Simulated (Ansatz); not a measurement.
## MgO (Fm-3m):Cs_Mg, thermodynamic levels from a 54-atom cell

Charge states of Cs_Mg in MgO (Fm-3m), set against the band edges. Model: a cell of 54 host atoms with 1 Mg taken out and 1 Cs put in.

Method: place-levels on r2SCAN runs: charge-transition levels and formation energies with image-charge correction and potential alignment at the atomic sites; PAW set soft_1, in Ansatz 0.2.0.

**What experiment says.**

For MgO, rocksalt (bulk crystal), “Electronic structure of alkaline earth and post-transition metal oxides” (2009, arxiv:0908.1581) quotes earlier work: band gap (literature experimental gap) 7.83 eV [Literature value based on experiment; other listed experimental values range from 7.7 to …].

## 1. The structure

The cell holds 54 atoms: 26 Mg, 27 O and 1 Cs. Its edges and angles: a = 8.925 Å, b = 8.925 Å, c = 8.925 Å, α = 60.0°, β = 60.0°, γ = 60.0°. It derives from MgO (space group Fm-3m). Nearest the centre at fractional (0.667, 0.667, 0.333): Cs51 at 0.00 Å, O28 at 2.10 Å, O44 at 2.10 Å, O32 at 2.10 Å, O34 at 2.10 Å, O46 at 2.10 Å, O50 at 2.10 Å, Mg9 at 2.98 Å.

Coordinates:

```xyz
54
Lattice="0.0000 6.3112 6.3112 6.3112 0.0000 6.3112 6.3112 6.3112 0.0000" Properties=species:S:1:pos:R:3 pbc="T T T"
Mg    0.0000    0.0000    0.0000
O     2.1037    2.1037    2.1037
Mg    2.1037    2.1037    0.0000
O     4.2075    4.2075    2.1037
Mg    4.2075    4.2075    0.0000
O     6.3112    6.3112    2.1037
Mg    2.1037    0.0000    2.1037
O     4.2075    2.1037    4.2075
Mg    4.2075    2.1037    2.1037
O     6.3112    4.2075    4.2075
Mg    6.3112    4.2075    2.1037
O     8.4150    6.3112    4.2075
Mg    4.2075    0.0000    4.2075
O     6.3112    2.1037    6.3112
Mg    6.3112    2.1037    4.2075
O     8.4150    4.2075    6.3112
Mg    8.4150    4.2075    4.2075
O    10.5187    6.3112    6.3112
Mg    0.0000    2.1037    2.1037
O     2.1037    4.2075    4.2075
Mg    2.1037    4.2075    2.1037
O     4.2075    6.3112    4.2075
Mg    4.2075    6.3112    2.1037
O     6.3112    8.4150    4.2075
Mg    2.1037    2.1037    4.2075
O     4.2075    4.2075    6.3112
Mg    4.2075    4.2075    4.2075
O     6.3112    6.3112    6.3112
Mg    6.3112    6.3112    4.2075
O     8.4150    8.4150    6.3112
Mg    4.2075    2.1037    6.3112
O     6.3112    4.2075    8.4150
Mg    6.3112    4.2075    6.3112
O     8.4150    6.3112    8.4150
Mg    8.4150    6.3112    6.3112
O    10.5187    8.4150    8.4150
Mg    0.0000    4.2075    4.2075
O     2.1037    6.3112    6.3112
Mg    2.1037    6.3112    4.2075
O     4.2075    8.4150    6.3112
Mg    4.2075    8.4150    4.2075
O     6.3112   10.5187    6.3112
Mg    2.1037    4.2075    6.3112
O     4.2075    6.3112    8.4150
Mg    4.2075    6.3112    6.3112
O     6.3112    8.4150    8.4150
Mg    6.3112    8.4150    6.3112
O     8.4150   10.5187    8.4150
Mg    4.2075    4.2075    8.4150
O     6.3112    6.3112   10.5187
Cs    6.3112    6.3112    8.4150
O     8.4150    8.4150   10.5187
Mg    8.4150    8.4150    8.4150
O    10.5187   10.5187   10.5187
```

Screening for the image-charge correction: ε∞ = 3.24, ε0 = 10.37, from a response run on this crystal (DFPT, PBEsol) at that run's own cell.

The cell's shortest repeat is 8.9 Å.

## 2. The runs of each charge state

A transition level is the Fermi level at which two charge states cost the same, so each charge needs its own total energy, at its own relaxed structure.

Each atom starts 0.05 Å or so off its site in a random direction: a symmetric start keeps its symmetry, and would miss off-centre moves and Jahn–Teller distortions. Forces are taken at one point at (¼, ¼, ¼). The cell holds 1 electron more than the neutral one, with a uniform background that keeps it neutral on the whole.

The sampling was tested on the host first: at the k-points planned (1x1x1 shifted 0.25 0.25 0.25) its energy lies 0.020 eV an atom from the dense-mesh value, under the bound of 0.02 eV set for this test; that bounds the host's error, not the defect's.

One state's input; the others differ in charge, spin, start and seed, and in occupations where the table says so.

The input, qm1.relax/input.yaml:

```yaml
crystal:
  lattice:
    - [0.0, 2.10374764, 2.10374764]
    - [2.10374764, 0.0, 2.10374764]
    - [2.10374764, 2.10374764, 0.0]
  atoms:
    - { symbol: Mg, position: [0.0, 0.0, 0.0] }
    - { symbol: O, position: [0.5, 0.5, 0.5] }
  supercell: [3, 3, 3]
  defects: [{ substitution: { at: 50, symbol: Cs } }]
total_charge: -1
basis:
  ecutwfc: 500
  xc_grid: 2
hamiltonian:
  xc: r2scan
  pseudopotentials: { kind: paw, azcp: { folder: soft_1 } }
kpoints:
  mp_grid: { grid: [1, 1, 1], shift: [0.25, 0.25, 0.25] }
scf:
  occupations: { method: fixed }
  max_iter: 80
output:
  forces: true
  charged_corrections: { epsilon: 3.24, static_epsilon: 10.37 }
relax:
  f_tol: 0.02
  max_steps: 80
  random_displacement: { amplitude: 0.05, seed: 3716 }
checkpoint:
  write: "../qm1.relax.run"
  compress: false
  write_wavefunctions: true
  write_every: 100000
```

Launch:

```
$ ansatz run input.yaml --threads 4 --pin off --max-ram 7536MiB --backend cpu --events-out ev --progress --plain --runs-dir out
```

Defect states can disperse in a cell of this size, so the energy is taken again at a 2×2×2 shifted mesh, on the relaxed structure.

The run of this state that the levels use, under r2SCAN:

The input, qm1.point/input.yaml:

```yaml
crystal:
  checkpoint: "../qm1.relax.run"
  host: checkpoint
total_charge: -1
basis:
  ecutwfc: 500
  xc_grid: 2
hamiltonian:
  xc: r2scan
  pseudopotentials: { kind: paw, azcp: { folder: soft_1 } }
kpoints:
  mp_grid: { grid: [2, 2, 2], shift: [0.5, 0.5, 0.5] }
scf:
  occupations: { method: fermi_dirac, width: 0.01 }
  max_iter: 80
output:
  forces: true
  eigenvalues: true
  charged_corrections:
    epsilon: 3.24
    static_epsilon: 10.37
    defect_position: [0.666667, 0.666667, 0.333333]
  eigenstates: { localisation: true }
  populations: true
  band_densities: [{ bands: [v1, v1] }, { bands: [c1, c1] }]
  write_density: true
  write_potential: true
  volumetric_format: npy
checkpoint:
  read: "../qm1.relax.run"
  write: "../qm1.point.run"
  compress: false
  write_wavefunctions: false
  write_every: 100000
```

Relaxations under r2SCAN at one point at (¼, ¼, ¼); times on 4 threads of Arm Neoverse V2, shared host:

```tsv
charge	moment (μB)	occupations	outcome	steps	largest displacement against the far atoms (Å)	time
−1	0	fixed	converged	7	0.32	73 s
0	1	fixed	converged	13	0.31	6.7 min
+1	0	fixed	not converged	-	-	66 s
+1	0	fermi-dirac	converged	24	0.58	5.6 min
+1	2	fixed	converged	10	0.30	4.7 min
```

Single points under r2SCAN at a 2×2×2 shifted mesh; times on 4 threads of Arm Neoverse V2, shared host:

```tsv
charge	moment (μB)	occupations	outcome	time
−1	0	fermi-dirac	converged	65 s
0	1	fermi-dirac	converged	2.5 min
+1	0	fermi-dirac	converged	79 s
+1	2	fermi-dirac	converged	2.3 min
```

Distances (Å) from Cs51 to the nearest atoms after relaxation with r2SCAN:

```tsv
charge	moment (μB)	1.	2.	3.	4.	5.	6.
−1	0	O 2.41	O 2.42	O 2.42	O 2.42	O 2.42	O 2.42
0	1	O 2.30	O 2.30	O 2.41	O 2.41	O 2.41	O 2.42
+1	0	O 2.09	O 2.09	O 2.45	O 2.45	O 2.59	O 2.59
+1	2	O 2.30	O 2.30	O 2.30	O 2.30	O 2.40	O 2.40
```

## 3. Levels against the band edges, r2SCAN

A charged cell interacts with its images and the background, and its potential has another zero than the host's. place-levels removes the first by a point-charge model, screened by the static dielectric constant since the ions have relaxed around the charge, and the second by comparing potentials at atoms far from the defect.

The host is a run of the defect-free crystal in the same cutoffs, grids and k-points, so that basis and sampling errors cancel in part in the differences. The host is run in a cell of 2 atoms on a matching mesh. Its band edges are searched through the zone by a band path, so the gap is smaller than, or equal to, that on the mesh. Chemical potentials are energies per atom of Mg (hcp) and Cs (bcc), run with the same functional and cutoff.

The input, levels.point.yaml:

```yaml
host:
  run: host.point.run
states: [qm1.point.run, q0_M1.point.run, qp1.point.run, qp1_M2.point.run]
geometry_from:
  qm1.point.run: qm1.relax.run
  q0_M1.point.run: q0_M1.relax.run
  qp1.point.run: qp1.relax_smeared.run
  qp1_M2.point.run: qp1_M2.relax.run
chemical_potentials:
  Mg:
    energy: -1926.407918
    dataset: "<sha256 of the dataset>"
  Cs:
    energy: -5686.056881
    dataset: "<sha256 of the dataset>"
epsilon: 3.24
static_epsilon: 10.37
vertical:
  - { from: qm1.point.run, to: qm1.point_neutral.run }
  - { from: qp1.point.run, to: qp1.point_neutral.run }
  - { from: qp1_M2.point.run, to: qp1_M2.point_neutral.run }
```

Launch:

```
$ ansatz place-levels levels.point.yaml -- --threads 4 --pin off --max-ram 7536MiB
```

Numbers of over 12 decimals in the logs are rounded to 6 here.

What it wrote:

```text
[... repeated set-up lines and file paths are left out, and long positions are rounded to six places ...]
(+1/0) 1.017 eV above the valence edge, 4.661 eV under the conduction edge
(0/-1) 1.662 eV above the valence edge, 4.016 eV under the conduction edge
formation energy of charge +1: +11.782 eV with the Fermi level at the valence edge
formation energy of charge 0: +12.799 eV with the Fermi level at the valence edge
formation energy of charge -1: +14.461 eV with the Fermi level at the valence edge
vertical -1 to 0: no energy, since no alignment is typed
  the change from vertical[0].from (qm1.point.run) to vertical[0].to (qm1.point_neutral.run): by its potential at epsilon 3.24 it stands at 0.666 0.667 0.331, with an rms radius of about 2.6 Å (1.5 1.5 1.5 Å across the planes of the cell's vectors); [...]
vertical +1 to 0: no energy, since no alignment is typed
  the change from vertical[1].from (qp1.point.run) to vertical[1].to (qp1.point_neutral.run): by its potential at epsilon 3.24 it stands at 0.666 0.753 0.332, with an rms radius of about 2.4 Å (1.6 0.8 1.6 Å across the planes of the cell's vectors); [...]
vertical +1 to 0: no energy, since no alignment is typed
  the change from vertical[2].from (qp1_M2.point.run) to vertical[2].to (qp1_M2.point_neutral.run): by its potential at epsilon 3.24 it stands at 0.668 0.666 0.334, with an rms radius of about 2.3 Å (1.3 1.4 1.3 Å across the planes of the cell's vectors); [...]
  edges by r2scan, gap 5.678 eV; the host is sampled to repeats of 17.85 Å
  the defect's cells are sampled to repeats of 17.85 Å, like sampling
  charge +1: -71210.2609 eV with its correction of +0.715 eV, at epsilon 10.37, aligned at sites: +0.4626 eV, mean over 21 atomic sites at or beyond 4.46 Å from the defect at [0.6667, 0.6667, 0.3333], with +0.000000 for the charge's moments and without [...]
  charge 0: +0.000 eV for its dipole among its images, +0.000 omitted
  charge -1: -71192.2128 eV with its correction of -0.224 eV, at epsilon 10.37, aligned at sites: +0.4766 eV, mean over 21 atomic sites at or beyond 4.46 Å from the defect at [0.6667, 0.6667, 0.3333], with -0.000000 for the charge's moments and without [...]
  charge +1: states[2] (qp1.point.run) stands 0.356 eV higher, with a moment of 0.00 μB against 2.00
  of states[3] (qp1_M2.point.run): it parts from the run at its places by a charge that spreads by about 1.4 Å along one vector (1.3 Å or more is wide), by its potential at epsilon 3.24, taken for that of held ions (one typed too small widens it), where the [...]
  of states[1] (q0_M1.point.run): its alignment with the host at atomic sites is doubtful: the cell is too small to show whether the defect's potential has decayed: take a larger one; stability_check_not_made
  of states[0] (qm1.point.run): it parts from the run at its places by a charge that spreads by about 1.5 Å along one vector (1.3 Å or more is wide), by its potential at epsilon 3.24, taken for that of held ions (one typed too small widens it), where the cell [...]
  of states[2] (qp1.point.run): it parts from the run at its places by a charge that spreads by about 1.6 Å along one vector (1.3 Å or more is wide), by its potential at epsilon 3.24, taken for that of held ions (one typed too small widens it), where the cell [...]
  of vertical[0].from (qm1.point.run): it parts from the run at its places by a charge that spreads by about 1.5 Å along one vector (1.3 Å or more is wide), by its potential at epsilon 3.24, taken for that of held ions (one typed too small widens it), where [...]
  vertical[0].to (qm1.point_neutral.run): levels filled in part (TS 0.005 eV): its energy is of no whole electron's
  of vertical[0].to (qm1.point_neutral.run): stability_check_not_made
  of vertical[1].from (qp1.point.run): it parts from the run at its places by a charge that spreads by about 1.6 Å along one vector (1.3 Å or more is wide), by its potential at epsilon 3.24, taken for that of held ions (one typed too small widens it), where [...]
  of vertical[1].to (qp1.point_neutral.run): stability_check_not_made
  of vertical[2].from (qp1_M2.point.run): stability_check_not_made; [...]
  vertical[2].to (qp1_M2.point_neutral.run): levels filled in part (TS 0.005 eV): its energy is of no whole electron's
  of vertical[2].to (qp1_M2.point_neutral.run): it set out from the moments of a save, which an earlier run chose (saved_moments_taken); stability_check_not_made
```

Wall time 0.36 s (4 threads of Arm Neoverse V2, shared host).

Levels between the charges placed, in eV above the valence top:

```tsv
	gap (eV)	(+1/0)	(0/−1)
r2SCAN	5.68	1.02	1.66
```

Corrections by state:

```tsv
charge	moment (μB)	image terms and alignment (eV)	band filling (eV)	ε used	over the lowest of its charge, as the program ranks them, band filling apart (eV)
+1	2.0	0.715	-	10.37	0.000
0	1.0	0.000	-	-	0.000
−1	0.0	-0.224	-	10.37	0.000
+1	0.0	0.701	-	10.37	0.356
```

The charged structures listed were also run neutral, and place-levels reads from each pair, by the potential or the spins, how wide the charge is by which they differ; that can be the carrier of either run.

```tsv
charge	rms radius (Å)	spread where it is widest against the cell (Å)	wide from (Å)	reading
+1	2.3	1.38	1.26	wide
−1	2.6	1.49	1.26	wide
```

The neutral runs of these pairs need not share the spin of the lowest neutral state, and very wide values only mean spread over the cell.

From the program's caveats on the states, each cut to its opening words:

- charge +1 (2 μB): it parts from the run at its places by a charge that spreads by about 1.4 Å along one vector (1.3 Å or more is wide), by its potential at epsilon 3.24, taken [...]
- charge +1 (2 μB), 0 (1 μB), −1, +1: its alignment with the host at atomic sites is doubtful: the cell is too small to show whether the defect's potential has decayed: take a larger one
- charge +1 (2 μB), 0 (1 μB): flagged: stability check not made
- charge −1: it parts from the run at its places by a charge that spreads by about 1.5 Å along one vector (1.3 Å or more is wide), by its potential at epsilon 3.24, taken [...]
- charge +1: it parts from the run at its places by a charge that spreads by about 1.6 Å along one vector (1.3 Å or more is wide), by its potential at epsilon 3.24, taken [...]
- charge +1: the far atoms show a dipole or second moment of the defect's charge, for which the correction takes or leaves out 0.282 eV: further moments aren't read, and [...]

The host's formation energy from the elements is -2.963 eV per atom; it sets how far the chemical potentials can move.

Limit set by the element alone; other compounds of these elements are not counted. Chemical potentials from the elements' reference states: Mg 0.00 eV, O -5.93 eV, Cs 0.00 eV. Formation energy by charge state (Mg-rich; gap 5.68 eV):

```tsv
charge	at valence top (eV)	at conduction bottom (eV)	correction included (eV)
+1	11.78	17.46	0.71
0	12.80	12.80	0.00
−1	14.46	8.78	-0.22
```

```
Fermi level (eV)  lowest formation energy (eV)
            0.00                         11.78
            0.52                         12.30
            1.03                         12.80
            1.55                         12.80
            2.06                         12.40
            2.58                         11.88
            3.10                         11.36
            3.61                         10.85
            4.13                         10.33
            4.65                          9.81
            5.16                          9.30
            5.68                          8.78
```

Limit set by the element alone; other compounds of these elements are not counted. Chemical potentials from the elements' reference states: O 0.00 eV, Mg -5.93 eV, Cs 0.00 eV. Formation energy by charge state (O-rich; gap 5.68 eV):

```tsv
charge	at valence top (eV)	at conduction bottom (eV)	correction included (eV)
+1	5.86	11.53	0.71
0	6.87	6.87	0.00
−1	8.54	2.86	-0.22
```

```
Fermi level (eV)  lowest formation energy (eV)
            0.00                          5.86
            0.52                          6.37
            1.03                          6.87
            1.55                          6.87
            2.06                          6.47
            2.58                          5.96
            3.10                          5.44
            3.61                          4.92
            4.13                          4.41
            4.65                          3.89
            5.16                          3.37
            5.68                          2.86
```

## 4. Summary of results

- gap of the host: 5.68 eV (r2SCAN)
- level (plus 1/0): 1.02 eV above the valence top
- level (0/minus 1): 1.66 eV above the valence top
- lowest of the charges placed, just above the valence top (0.02 eV): +1
- lowest of the charges placed, just below the conduction bottom (0.02 eV): −1
- lowest formation energy at mid-gap of the charges run, Mg-rich: 11.62 eV
- lowest formation energy at mid-gap of the charges run, O-rich: 5.70 eV

**Reading.** Of the charges placed (−1, 0 and +1), the lowest changes at 1.02 eV (+1/0) and 1.66 eV (0/−1) above the valence top, in a gap of 5.68 eV. Charges above +1 and below −1 were not placed, so these runs say nothing of levels that involve them. States placed: +1 at 2 μB and 0 μB; 0 at 1 μB; −1 at 0 μB. Other spin states or structures, where not listed, weren't placed. Cs is taken at its element; compounds, which aren't counted here, bound the chemical potentials and would shift these formation energies. The program doubts the alignment of potentials for at least one state, a sign that the cell is small. Limits: the images are only 8.9 Å apart; r2SCAN makes the gap too small and tends to spread out bound carriers; where a gas molecule sets a chemical potential or the host's formation energy, its binding is uncorrected; spin–orbit coupling, which can matter with heavy atoms, is left out; force components of up to 0.57 eV/Å remain in a run at the final settings.

Comparison with the measured values:

| quantity | measured | r2SCAN |
| --- | --- | --- |
| band gap (least gap of the host) (eV) | 7.83 | 5.68 (-2.15 eV) |

Measured values from arxiv:0908.1581 (2009).

How well it matches: The band gap is off by -2.15 eV: a clear miss. Local and semilocal functionals usually give gaps below the measured ones. Zero-point and thermal motion shift the measured gap.

[Logs are printed without paths, hosts, clocks, repeated set-up lines and the standing remarks that a program may print on its own settings, such as how far it seeks lower states.]

[Hosts, paths, dates, database ids (printed as entryN), source tags and the programs' standing remarks are cut or masked in the printed files.]

[Where a table of states has a column of steps, it counts the stored structures, which are thinned; the runs took as many ionic steps or more.]

[A defect's name tells the site on which it was built; relaxed atoms can leave that site.]

[For some hosts the program warned that the k-mesh of the response run may be too coarse for force constants and the static dielectric constant; such warnings are not shown here.]
